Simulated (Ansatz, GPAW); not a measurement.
# Work function of a 2-layer slab of Al(100) at several levels, part 2 of 2

How far do functional and basis move the work function of a 2-layer slab of Al(100)?

GPAW 26.7.0 and Ansatz 0.2.0; Ansatz plane waves; slab in vacuum with a dipole correction, relaxation; PAW set soft_1 (the session's first sound run).

So far, upper work function (eV): step 2 (relaxing the atoms, PBE) 4.44; step 5 (self-consistent run: xc = "vdW-DF2", GPAW, PAW setups, GPAW) 4.62; step 6 (self-consistent run: xc = "revPBE") 4.38; step 7 (real-space grid: mode = "fd", PBE, GPAW) 4.45; step 8 (atomic orbitals: mode = "lcao", PBE, GPAW) 4.40.

## (10) A second plane-wave code (continued)

Valence density in the ca plane at fractional y = 0.000, with atoms of Al within 0.2 Å of it. It is the smooth field of the valence electrons, not physical close to the nuclei.

Ten even steps from '0' (0.00 e/Å³) to '9' (0.21 e/Å³), each cell a mean:
```
00000000000000001234568644663100000000000000
00000000000000001346678877752100000000000000
00000000000000002367878999742000000000000000
00000000000000002479988899641000000000000000
00000000000000002468888999742000000000000000
00000000000000001356778999852000000000000000
00000000000000001245568755762100000000000000
00000000000000001234567633663100000000000000
```
Columns run along c (18.0 Å), rows up along a (2.9 Å). Atoms in or near the plane, at fractional coordinates: Al at (0.56, 0.00).

Electrostatic potential energy in the ca plane at fractional y = 0.000, with atoms of Al within 0.2 Å of it. With pseudopotentials it is smooth inside the atoms' cores, unlike the true potential.

Ten even steps from '0' (-14 eV) to '9' (3 eV), each cell a mean:
```
99999999999999999998873066037999999999999999
99999999999999999988875100158999999999999999
99999999999999999887777533579999999999999999
99999999999999999877778766789999999999999999
99999999999999999877777655689999999999999999
99999999999999999987776200368999999999999999
99999999999999999998874022048999999999999999
99999999999999999999873088037999999999999999
```
Columns run along c (18.0 Å; values clipped at the 3rd and 97th percentile), rows up along a (2.9 Å). Atoms in or near the plane, at fractional coordinates: Al at (0.56, 0.00).

ELF in the ca plane at fractional y = 0.000, with atoms of Al within 0.2 Å of it. It is the smooth field of the valence electrons, not physical close to the nuclei.

Ten even steps from '0' (0.00 × 1e-1) to '9' (8.01 × 1e-1), each cell a mean:
```
00000000000000011233345312599631000000000000
00000000000000013455556645998520000000000000
00000000000000124688766889986310000000000000
00000000000000135899877799975310000000000000
00000000000000135788877799986310000000000000
00000000000000124566666778997420000000000000
00000000000000012344446412798631000000000000
00000000000000001222245245599631000000000000
```
Columns run along c (18.0 Å), rows up along a (2.9 Å). Atoms in or near the plane, at fractional coordinates: Al at (0.56, 0.00).

The upper face's work function is 4.445 eV, against 4.448 eV in the first plane-wave PBE run at this geometry.

## (11) Side by side

Results and costs are gathered.

This step: comparison of work functions, dipole and cost; PAW set soft_1 (GPAW 26.7.0).

Ladder, by row:

| step | code | work function, upper (eV) | work function, lower (eV) | dipole (e Å) | wall time (s) | peak memory (GiB) | threads |
| --- | --- | --- | --- | --- | --- | --- | --- |
| pw | GPAW | 4.447 | 4.447 | -5.37e-6 | 4.82 | 0.16 | 1 |
| optPBE-vdW | GPAW | 4.568 | 4.567 | -5.12e-6 | 9.42 | 0.25 | 1 |
| vdW-DF2 | GPAW | 4.615 | 4.615 | -2.44e-6 | 9.38 | 0.25 | 1 |
| revPBE | GPAW | 4.381 | 4.38 | -5.41e-6 | 4.8 | 0.16 | 1 |
| fd | GPAW | 4.448 | 4.448 | 7.13e-7 | 13.73 | 0.26 | 1 |
| lcao | GPAW | 4.396 | 4.396 | -2.99e-6 | 82.48 | 0.23 | 1 |
| ansatz | Ansatz | 4.445 | 4.445 | -5.78e-6 | 0.74 | 0.513 | 4 |

## (12) A changed run

One more run, with changed settings.

This step: GPAW, PAW setups; slab in vacuum (GPAW 26.7.0).

run.py

```python
import json
import numpy as np
from ase import Atoms
from gpaw import GPAW, PW

slab = Atoms(
    ['Al', 'Al'],
    positions=[
        [1.43189, 1.43189, 8.00000],
        [0.00000, 0.00000, 10.13841]],
    cell=[[2.86378, 0.0, 0.0], [0.0, 2.86378, 0.0], [0.0, 0.0, 18.025]],
    pbc=[True, True, False])

slab.calc = GPAW(mode=PW(400), xc='PBE', kpts={'size': (11, 11, 1), 'gamma': True},
                 occupations={'name': 'fermi-dirac', 'width': 1.0}, nbands='200%',
                 convergence={'density': 1e-05}, maxiter=50,
                 poissonsolver={'dipolelayer': 'xy'},
                 symmetry={'tolerance': 1e-3}, txt='slab.txt')
result = {}
energy = slab.get_potential_energy()
fermi = slab.calc.get_fermi_level()
v = slab.calc.get_electrostatic_potential().mean((0, 1)) - fermi
n = slab.calc.get_pseudo_density().mean((0, 1))
L = slab.cell[2, 2]
z = np.arange(len(v)) * L / len(v)
low, high = slab.positions[:, 2].min(), slab.positions[:, 2].max()
below, above = np.interp([low - 5.8, high + 5.8], z, v)
slopes = [np.interp(x, z, np.gradient(v, z)) for x in (low - 5.8, high + 5.8)]
eps = np.array([[slab.calc.get_eigenvalues(k, s) for k in range(len(slab.calc.get_ibz_k_points()))]
                for s in range(slab.calc.get_number_of_spins())]) - fermi
top, bottom = eps[eps < 0].max(), eps[eps > 0].min()
dipole = slab.get_dipole_moment()[2]
print(f'energy {energy:.4f} eV, Fermi level {fermi:.4f} eV, dipole {dipole:.5f} e A')
print(f'potential 5.8 A off the faces, from the Fermi level: lower {below:.4f} eV, upper {above:.4f} eV')
print(f'slope of the potential there: lower {slopes[0]:.5f}, upper {slopes[1]:.5f} eV/A')
print(f'nearest levels on the mesh: {top:.4f} and {bottom:.4f} eV')
print('magnetic moment', round(slab.get_magnetic_moment(), 3))
result.update(energy=energy, fermi=fermi, dipole=dipole, below=below, above=above, slopes=slopes, edges=[top, bottom],
              z=z.tolist(), v=v.tolist(), n=n.tolist(), positions=slab.positions.tolist(),
              forces=slab.get_forces(apply_constraint=False).tolist(), moments=slab.get_magnetic_moments().tolist())
json.dump(result, open('result.json', 'w'))
```

Command:

```
$ OMP_NUM_THREADS=1 OPENBLAS_NUM_THREADS=1 python run.py
```

Run time: 4.3 s. Hardware: 1 thread of AMD EPYC 9R14 (Zen 4), shared host; peak memory 0.16 GiB.

The run finished. A setting was moved off its sound value on purpose, so it serves as a test and not as the result.

The fault put into the input: a smearing of electronvolts (width = 1.0).

The two runs compared:

| quantity | this run | sound run | difference |
| --- | --- | --- | --- |
| upper work function (eV) | 4.8266 | 4.4475 | 0.379 |
| lower work function (eV) | 4.8293 | 4.4474 | 0.382 |

One result that differs is the lower work function, 4.83 eV against 4.45 eV.

## (13) What came out

```
work function, both faces : 4.45 eV
dipole along the normal   : -5.4e-6 e Å, near the numerical noise
```

In words: With plane waves and PBE the work function is 4.45 eV on the upper face and 4.45 eV on the lower. Over the sound runs of the table the upper face's work function spans 4.381 (revPBE) to 4.615 eV (vdW-DF2). The two plane-wave codes differ by 0.0027 eV on the upper face. The slab is only 2.1 Å thick between its outer nuclei, so the values belong to this film more than to the surface of the bulk metal. The in-plane lattice was kept as typed, which isn't the functional's own and leaves some strain; spin-orbit coupling and temperature are left out.

[Logs are printed without paths, hosts, clocks, repeated set-up lines and the standing remarks that a program may print on its own settings, such as how far it seeks lower states.]

[Hosts, paths, dates, database ids (printed as entryN), source tags and the programs' standing remarks are cut or masked in the printed files.]
